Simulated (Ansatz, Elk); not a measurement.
**Bonding as seen by X-rays: Sr2IrS4**

The structure of Sr2IrS4 used here is made up (a known structure type with other elements) and was relaxed beforehand with PBE. The aim is the Fourier transform of its all-electron density, F(hkl), set beside the sum over free spherical atoms that refinements use.

Method: DFT, PBE, all-electron APW+lo, Dirac cores, scalar-relativistic bands, static density, no spin, in Elk 11.2.3 (patched build).

The structure was built from a prototype and need not be the compound's stable phase.

## 1. The starting structure

Symmetry: I4/mmm, No. 139, tetragonal system. The conventional cell has a = 4.644 Å, b = 4.644 Å, c = 15.210 Å, α = 90.00°, β = 90.00°, γ = 90.00°. Ir has 6 S at 2.32 to 2.49 Å nearest. Nearest to Sr lie 9 S at 2.93 to 3.30 Å. Nearest to S lie 1 Ir at 2.49 Å and 5 Sr at 2.93 to 3.30 Å. Nearest to S lie 2 Ir at 2.32 Å and 4 Sr at 3.19 Å. Farther neighbours and most contacts between anions are not listed.

## 2. Ground state and structure factors

An all-electron density is needed, since X-rays see the cores too. Task 0 finds the density and task 195 Fourier-transforms it; tshift is off so that phases refer to the origin typed.

Contents of elk.in:

```
tasks
  0
  195

xctype
  20

spinpol
  .false.

rgkmax
  7.0

gmaxvr
  14.0

lmaxo
  7

lmaxapw
  8

swidth
  0.002

tshift
  .false.

ramdisk
  .false.

hmaxvr
  5.5

maxscl
  120

epspot
  1e-06

sppath
  './'

avec
  -4.38771725897 4.38771725897 14.37165830831
  4.38771725897 -4.38771725897 14.37165830831
  4.38771725897 4.38771725897 -14.37165830831

atoms
  3
  'Ir.in'
  1
  0.0000000000 0.0000000000 -0.0000000000   0.000000 0.000000 0.000000
  'Sr.in'
  2
  0.3561075175 0.3561075175 0.0000000000   0.000000 0.000000 0.000000
  0.6438924825 0.6438924825 0.0000000000   0.000000 0.000000 0.000000
  'S.in'
  4
  0.1634019357 0.1634019357 0.0000000000   0.000000 0.000000 0.000000
  0.8365980643 0.8365980643 0.0000000000   0.000000 0.000000 0.000000
  0.5000000000 0.0000000000 0.5000000000   0.000000 0.000000 0.000000
  0.0000000000 0.5000000000 0.5000000000   0.000000 0.000000 0.000000

ngridk
  7 7 7
```

Launch:

```
$ OMP_NUM_THREADS=4 elk
```

Numbers of over 12 decimals in the logs are rounded to 6 here.

What it wrote:

```text
┌─────────────────────────┐
│ Elk code version 11.2.3 │
└─────────────────────────┘

All units are atomic (Hartree, Bohr, etc.)

┌─────────────────────────────────────────────────┐
│ Ground-state run starting from atomic densities │
└─────────────────────────────────────────────────┘

Lattice vectors :
  -4.387717259       4.387717259       14.37165831
   4.387717259      -4.387717259       14.37165831
   4.387717259       4.387717259      -14.37165831

Reciprocal lattice vectors :
  0.1994911693E-16  0.7159970591      0.2185963920
  0.7159970591      0.1994911693E-16  0.2185963920
  0.7159970591      0.7159970591      0.2436615758E-17

Unit cell volume      :    1106.736270
Brillouin zone volume :   0.2241276627

Muffin-tin inner radius fraction :   0.1000000000E-01

Nuclei treated as point charges

Species : 1 (Ir)
 parameters loaded from : Ir.in
 name : iridium
 nuclear charge    :   -77.00000000
 electronic charge :    77.00000000
 atomic mass :    350390.1562
 muffin-tin radius :    2.429121665
 number of radial points in muffin-tin :   1393
 inner part over the whole radius :   0.9901520373E-02
 number on inner part of muffin-tin    :    996
 approximate nuclear radius :   0.1024342351E-03
 number of mesh points to nuclear radius :    526
 atomic positions (lattice), magnetic fields (Cartesian) :
  1 :   0.00000000  0.00000000  0.00000000    0.00000000  0.00000000  0.00000000

Species : 2 (Sr)
 parameters loaded from : Sr.in
 name : strontium
 nuclear charge    :   -38.00000000
 electronic charge :    38.00000000
 atomic mass :    159721.4892
 muffin-tin radius :    2.600000000
 number of radial points in muffin-tin :   1193
 inner part over the whole radius :   0.9909106339E-02
 number on inner part of muffin-tin    :    847
 approximate nuclear radius :   0.8067967193E-04
 number of mesh points to nuclear radius :    415
 atomic positions (lattice), magnetic fields (Cartesian) :
  1 :   0.35610752  0.35610752  0.00000000    0.00000000  0.00000000  0.00000000
  2 :  -0.35610752 -0.35610752  0.00000000    0.00000000  0.00000000  0.00000000

Species : 3 (S)
 parameters loaded from : S.in
 name : sulphur
 nuclear charge    :   -16.00000000
 electronic charge :    16.00000000
 atomic mass :    58450.91931
 muffin-tin radius :    1.908595594
 number of radial points in muffin-tin :    793
 inner part over the whole radius :   0.9936235243E-02
 number on inner part of muffin-tin    :    552
 approximate nuclear radius :   0.6195814986E-04
 number of mesh points to nuclear radius :    253
 atomic positions (lattice), magnetic fields (Cartesian) :
  1 :   0.16340194  0.16340194  0.00000000    0.00000000  0.00000000  0.00000000
  2 :  -0.16340194 -0.16340194  0.00000000    0.00000000  0.00000000  0.00000000
  3 :   0.50000000  0.00000000  0.50000000    0.00000000  0.00000000  0.00000000
  4 :   0.00000000  0.50000000  0.50000000    0.00000000  0.00000000  0.00000000

Total number of atoms per unit cell :    7
Total muffin-tin volume :    323.7742203
 ratio of muffin-tin to unit cell volume :   0.2925486668

Spin treatment :
 spin-unpolarised

Number of Bravais lattice symmetries :   16
Number of crystal symmetries         :   16
Crystal has inversion symmetry
Real symmetric eigensolver will be used

k-point grid :      7     7     7
k-point offset :    0.000000000       0.000000000       0.000000000
k-point set is reduced with full crystal symmetry group
Total number of k-points :       40

Muffin-tin radius times maximum |G+k| :    7.000000000
 using average radius
Maximum |G+k| for APW functions       :    3.210272023
Maximum (1/2)|G+k|²                   :    5.152923232
Maximum |G| for potential and density :    14.00000000
Constant for pseudocharge density :    9
 order of it for each species :   16  16  16
 order of it for pair densities of each species (exact exchange by exxq0 0: 17) :   12  14   6
Radial integration step length :    1

G-vector grid sizes :     70    70    70
Number of G-vectors :    51313

[...]
electron entropic           :    -0.14763846730803E-02
 total energy                :     -25817.239670916

Density of states at Fermi energy :    115.4124594
 (states/Hartree/unit cell)

Estimated indirect band gap :   0.2394464478E-02
 from k-point 20 to k-point 23
Estimated direct band gap   :   0.7084587700E-02
 at k-point 7

Charges :
 core                        :    144.0000000
 valence                     :    73.00000000
 interstitial                :    15.64522424
 muffin-tins (core leakage)
  species : 1 (Ir)
[...]
species : 2 (Sr)
[...]
species : 3 (S)
[...]
total in muffin-tins        :    201.3547758
 total calculated charge     :    216.9950541
 total charge                :    217.0000000
 error                       :   0.4945867334E-02

RMS change in Kohn-Sham potential (target) :   0.3262011321     (  0.1000000000E-05)
Absolute change in total energy (target)   :   0.6236704344     (  0.1000000000E-03)

[... loops 3 to 15 left out ...]

┌──────────────────┐
│ Loop number : 16 │
└──────────────────┘

Energies :
 Fermi                       :     0.200939
 sum of occupied eigenvalues :     -15609.534618077
 electron kinetic            :      28508.619175401
 core electron kinetic       :      27595.615822381
 Coulomb                     :     -53661.155716494
 Coulomb potential           :     -43254.307060263
 nuclear-nuclear             :     -1960.9807667937
 electron-nuclear            :     -60177.614666828
 Hartree                     :      8477.4397171283
 Madelung                    :     -32034.002186362
 xc potential                :     -863.84673321499
 exchange                    :     -651.29947559183
 correlation                 :     -11.050647381718
 electron entropic           :    -0.19122082076459E-02
 total energy                :     -25814.888576275

Density of states at Fermi energy :    138.6798571
 (states/Hartree/unit cell)

Estimated indirect band gap :   0.1718813878E-02
 from k-point 40 to k-point 25
Estimated direct band gap   :   0.6769840407E-02
 at k-point 18

Charges :
 core                        :    144.0000000
 valence                     :    73.00000000
 interstitial                :    15.57518015
 muffin-tins (core leakage)
  species : 1 (Ir)
[...]
species : 2 (Sr)
[...]
species : 3 (S)
[...]
total in muffin-tins        :    201.4248198
 total calculated charge     :    216.9951652
 total charge                :    217.0000000
 error                       :   0.4834804319E-02

RMS change in Kohn-Sham potential (target) :   0.1845883340E-06 (  0.1000000000E-05)
Absolute change in total energy (target)   :   0.7342847675E-04 (  0.1000000000E-03)

Convergence targets achieved

┌──────────────────┐
│ Loop number : 17 │
└──────────────────┘

Energies :
 Fermi                       :     0.200939
 sum of occupied eigenvalues :     -15609.534604581
 electron kinetic            :      28508.619197572
 core electron kinetic       :      27595.615835895
 Coulomb                     :     -53661.155724029
 Coulomb potential           :     -43254.307047927
 nuclear-nuclear             :     -1960.9807667937
 electron-nuclear            :     -60177.614694101
 Hartree                     :      8477.4397368660
 Madelung                    :     -32034.002200065
 xc potential                :     -863.84675422679
 exchange                    :     -651.29947578195
 correlation                 :     -11.050647422993
 electron entropic           :    -0.19122093507657E-02
 total energy                :     -25814.888561871

Density of states at Fermi energy :    138.6799339
 (states/Hartree/unit cell)

Estimated indirect band gap :   0.1718794115E-02
 from k-point 40 to k-point 25
Estimated direct band gap   :   0.6769838475E-02
 at k-point 18

Charges :
 core                        :    144.0000000
 valence                     :    73.00000000
 interstitial                :    15.57517987
 muffin-tins (core leakage)
  species : 1 (Ir)
[...]
species : 2 (Sr)
[...]
species : 3 (S)
[...]
atom 2                    :    13.56554675     (  0.4855206467E-03)
   atom 3                    :    13.62230604     (  0.4886415005E-03)
   atom 4                    :    13.62230604     (  0.4886415005E-03)
 total in muffin-tins        :    201.4248201
 total calculated charge     :    216.9951652
 total charge                :    217.0000000
 error                       :   0.4834804843E-02

┌──────────────────────────────┐
│ Self-consistent loop stopped │
└──────────────────────────────┘

Warning : core states of species 1 leak from the muffin-tin :   0.1598128138E-02

Warning : core states of species 3 leak from the muffin-tin :   0.4886415005E-03

Wrote STATE.OUT
```

Run time: 92 s. Hardware: 4 threads of Arm Neoverse V2, shared host; peak memory 0.39 GiB.

SFACRHO.OUT:

```text

h k l indices transformed by vhmat matrix:
   1.000000000       0.000000000       0.000000000    
   0.000000000       1.000000000       0.000000000    
   0.000000000       0.000000000       1.000000000    

      h      k      l  multipl.   |H|            Re(F)            Im(F)           |F|

      0      0      0      1   0.0000000       217.00000     -0.46594863E-16   217.00000    
      1      1     -1      2  0.43719278       74.273034     -0.10549037E-14   74.273034    
      0     -1      0      8  0.74862285       44.455998     -0.73675077E-14   44.455998    
     -2     -2      2      2  0.87438557       23.129864      0.11586168E-13   23.129864    
      2      1     -2      8  0.97093318       102.45563     -0.15934342E-13   102.45563    
      0      0     -1      4   1.0125728       133.24040     -0.25890857E-14   133.24040    
     -1     -1      0      8   1.1029239       17.164316      0.12082749E-14   17.164316    
     -3     -2      3      8   1.3066221       86.229499     -0.64485690E-14   86.229499    
      3      3     -3      2   1.3115784       149.80605      0.18404703E-13   149.80605    
     -1     -3      2      8   1.3378541      -23.252170      0.11380514E-13   23.252170    
      1     -1     -1      4   1.4319941       165.45610      0.21699955E-14   165.45610    
      0     -2      0      8   1.4972457       60.866639      0.68993214E-16   60.866639    
      1     -2      0     16   1.6158723       37.364094      0.23198855E-14   37.364094    
      3      3     -2      8   1.6569675       97.674392      0.44267622E-13   97.674392    
      1      3     -3      8   1.6778430       20.233082      0.51891557E-14   20.233082    
     -4     -3      4      8   1.6894042       17.749443     -0.18919191E-13   17.749443    
     -3      0      2     16   1.7301209       91.233374     -0.13031868E-14   91.233374    
      4      4     -4      2   1.7487711       104.48946     -0.59575762E-14   104.48946
```

Elk indexes on the primitive cell of elk.in and gives |H| = 4π sin θ/λ in inverse bohr. Below, one row stands for each form hkl of the conventional cell (m members, Friedel mates merged), F is for one primitive cell and the density is static (no thermal factor). Free-atom factors are Waasmaier and Kirfel's, and R is Σm||F|−|F'||/Σm|F|.

| hkl | m | sin θ/λ (Å⁻¹) | abs F, DFT | neutral atoms | diff. |
| --- | --- | --- | --- | --- | --- |
| 002 | 2 | 0.066 | 74.273 | 74.285 | -0.012 |
| 101 | 8 | 0.113 | 44.456 | 44.368 | +0.088 |
| 004 | 2 | 0.132 | 23.130 | 23.223 | -0.093 |
| 103 | 8 | 0.146 | 102.456 | 102.855 | -0.399 |
| 110 | 4 | 0.152 | 133.240 | 133.055 | +0.185 |
| 112 | 8 | 0.166 | 17.164 | 17.662 | -0.498 |
| 105 | 8 | 0.197 | 86.230 | 86.122 | +0.107 |
| 006 | 2 | 0.197 | 149.806 | 149.339 | +0.467 |
| 114 | 8 | 0.201 | 23.252 | 22.943 | +0.309 |
| 200 | 4 | 0.215 | 165.456 | 165.543 | -0.087 |
| 202 | 8 | 0.225 | 60.867 | 60.877 | -0.010 |
| 211 | 16 | 0.243 | 37.364 | 37.495 | -0.131 |
| 116 | 8 | 0.249 | 97.674 | 97.770 | -0.096 |
| 204 | 8 | 0.252 | 20.233 | 20.307 | -0.074 |
| 107 | 8 | 0.254 | 17.749 | 17.907 | -0.158 |
| 213 | 16 | 0.260 | 91.233 | 91.140 | +0.093 |
| 008 | 2 | 0.263 | 104.490 | 104.780 | -0.290 |
| 215 | 16 | 0.291 | 75.705 | 75.856 | -0.151 |
| 206 | 8 | 0.292 | 128.789 | 129.065 | -0.276 |
| 118 | 8 | 0.304 | 63.114 | 63.166 | -0.052 |
| 220 | 4 | 0.304 | 144.395 | 144.737 | -0.342 |
| 222 | 8 | 0.312 | 54.340 | 54.510 | -0.169 |

## 3. The highest occupied states alone

An energy window below the Fermi level keeps the highest occupied states, to see at which angles they scatter; shallow core shells can lie inside it and anion s states outside. No new self-consistency is needed.

elk.in, as its differences from that of step 2:

```diff
@@ -1,3 +1,2 @@
 tasks
-  0
   195
@@ -40,2 +39,5 @@
 
+wsfac
+  -0.350300 0.500940
+
 sppath
```

Launch:

```
$ OMP_NUM_THREADS=4 elk
```

What it wrote:

```text
┌─────────────────────────────────┐
│ Elk code version 11.2.3 started │
└─────────────────────────────────┘

Info(readinput): the functional depends on the density's gradient
 muffin-tin radial points multiplied by    2.00000
 (not where nrmtscf is given)

┌────────────────────┐
│ Current task : 195 │
└────────────────────┘
Info(checkmt): changed muffin-tin radius of species 1 (Ir) from   2.8000 to   2.4291
Info(checkmt): changed muffin-tin radius of species 3 (S) from   2.2000 to   1.9086

Info(sfacrho): density structure factors written to SFACRHO.OUT

 Energy window :  -0.3503000000      0.5009400000

┌──────────────────┐
│ Elk code stopped │
└──────────────────┘
```

The job ended after 21 s (4 threads; peak memory 0.25 GiB).

States within 15 eV below the Fermi level hold 37.00 electrons; any levels below the window count with the cores. Their amplitudes can exceed the total, where window and core parts have opposite phase:

| hkl | sin θ/λ (Å⁻¹) | abs F, window | abs F, all |
| --- | --- | --- | --- |
| 002 | 0.066 | 12.729 | 74.273 |
| 101 | 0.113 | 9.799 | 44.456 |
| 004 | 0.132 | 7.808 | 23.130 |
| 103 | 0.146 | 1.844 | 102.456 |
| 110 | 0.152 | 4.489 | 133.240 |
| 112 | 0.166 | 3.928 | 17.164 |
| 105 | 0.197 | 4.357 | 86.230 |
| 006 | 0.197 | 10.255 | 149.806 |
| 114 | 0.201 | 2.851 | 23.252 |
| 200 | 0.215 | 7.793 | 165.456 |

## 4. Another functional

The difference from free atoms is small, so it is set against the change that LDA (Perdew-Wang) makes.

elk.in, as its differences from that of step 3:

```diff
@@ -1,2 +1,3 @@
 tasks
+  0
   195
@@ -4,3 +5,3 @@
 xctype
-  20
+  3
 
@@ -39,5 +40,2 @@
 
-wsfac
-  -0.350300 0.500940
-
 sppath
```

Launch:

```
$ OMP_NUM_THREADS=4 elk
```

What it wrote:

```text
┌─────────────────────────┐
│ Elk code version 11.2.3 │
└─────────────────────────┘

All units are atomic (Hartree, Bohr, etc.)

┌─────────────────────────────────────────────────┐
│ Ground-state run starting from atomic densities │
└─────────────────────────────────────────────────┘

Lattice vectors :
  -4.387717259       4.387717259       14.37165831
   4.387717259      -4.387717259       14.37165831
   4.387717259       4.387717259      -14.37165831

Reciprocal lattice vectors :
  0.1994911693E-16  0.7159970591      0.2185963920
[...]
species : 3 (S)
[...]
atom 3                    :    13.60591856     (  0.4892350454E-03)
   atom 4                    :    13.60591856     (  0.4892350454E-03)
 total in muffin-tins        :    201.3882550
 total calculated charge     :    216.9951597
 total charge                :    217.0000000
 error                       :   0.4840262999E-02

┌──────────────────────────────┐
│ Self-consistent loop stopped │
└──────────────────────────────┘

Warning : core states of species 1 leak from the muffin-tin :   0.1593846523E-02

Warning : core states of species 3 leak from the muffin-tin :   0.4892350454E-03

Wrote STATE.OUT
[key lines of the parts left out:]
total energy                :     -25792.750579035
```

It took 68 s on 4 threads; peak memory 0.29 GiB; 3.6 min of CPU time.

Against the first run R = 0.04 %; the largest change is -0.075 at 440.

## 5. Basis size

The basis and the expansions that go with it are enlarged, to see whether the differences are converged.

elk.in, as its differences from that of step 4:

```diff
@@ -5,3 +5,3 @@
 xctype
-  3
+  20
 
@@ -11,12 +11,12 @@
 rgkmax
-  7.0
+  8.5
 
 gmaxvr
-  14.0
+  18.0
 
 lmaxo
-  7
+  9
 
 lmaxapw
-  8
+  10
```

Launch:

```
$ OMP_NUM_THREADS=4 elk
```

What it wrote:

```text
┌─────────────────────────┐
│ Elk code version 11.2.3 │
└─────────────────────────┘

All units are atomic (Hartree, Bohr, etc.)

┌─────────────────────────────────────────────────┐
│ Ground-state run starting from atomic densities │
└─────────────────────────────────────────────────┘

Lattice vectors :
  -4.387717259       4.387717259       14.37165831
   4.387717259      -4.387717259       14.37165831
   4.387717259       4.387717259      -14.37165831

Reciprocal lattice vectors :
  0.1994911693E-16  0.7159970591      0.2185963920
[...]
species : 3 (S)
[...]
atom 3                    :    13.62772622     (  0.4891078833E-03)
   atom 4                    :    13.62772622     (  0.4891078833E-03)
 total in muffin-tins        :    201.4530138
 total calculated charge     :    216.9965145
 total charge                :    217.0000000
 error                       :   0.3485503026E-02

┌──────────────────────────────┐
│ Self-consistent loop stopped │
└──────────────────────────────┘

Warning : core states of species 1 leak from the muffin-tin :   0.1598914162E-02

Warning : core states of species 3 leak from the muffin-tin :   0.4891078833E-03

Wrote STATE.OUT
[key lines of the parts left out:]
total energy                :     -25814.900871822
```

The job ended after 5 min (4 threads; peak memory 0.8 GiB; 16 min of CPU time).

Against the first run R = 0.01 %; the largest change is -0.015 at 2 2 12.

## 6. Settings against the effect

| run | R against the first run (%) | R against neutral atoms, low angle (%) | wall time |
| --- | --- | --- | --- |
| PBE, rgkmax 7 | 0.00 | 0.25 | 92 s |
| LDA (Perdew-Wang) | 0.04 | 0.22 | 68 s |
| rgkmax 8.5 with larger expansions | 0.01 | 0.25 | 5 min |

## 7. Results

| Quantity | Value |
| --- | --- |
| R against neutral atoms, sin θ/λ < 0.3 Å⁻¹ | 0.25 % |
| R against neutral atoms, 0.3 to 0.66 Å⁻¹ | 0.17 % |

In words: Independent neutral atoms miss the calculated amplitudes by R = 0.25 % below 0.3 Å⁻¹ and 0.17 % from there to 0.66 Å⁻¹; by shells, 0.30 % below 0.15 Å⁻¹ (4 forms), 0.24 % 0.15 to 0.3 (15 forms), 0.14 % 0.3 to 0.45 (36 forms), 0.18 % above 0.45 (94 forms). Bonding, aspherical density and the tables' own atoms all enter these figures, and the runs don't part them. The largest change of an amplitude is -0.50 electrons, at 112. The window's part falls from 37.0 electrons at the origin to at most 0.68 between 0.45 and 0.66 Å⁻¹. Below 0.3 Å⁻¹ the changes that finished (LDA (Perdew-Wang) and rgkmax 8.5 with larger expansions) move F by R = 0.04 % at most, against the 0.25 % that separates it from free atoms. The k-mesh has no finished test. These runs have no spin, though d or f shells may be open. The electron count is odd, so without spin the run is a metal by force. Spin-orbit coupling is left out, which can matter for elements this heavy. Part of the difference isn't bonding: the tables are fits to free atoms and ions calculated by other methods than this functional. Thermal motion, anomalous dispersion and extinction are left out.

[Logs are printed without paths, hosts, clocks, repeated set-up lines and the standing remarks that a program may print on its own settings, such as how far it seeks lower states.]

[Hosts, paths, dates, database ids (printed as entryN), source tags and the programs' standing remarks are cut or masked in the printed files.]
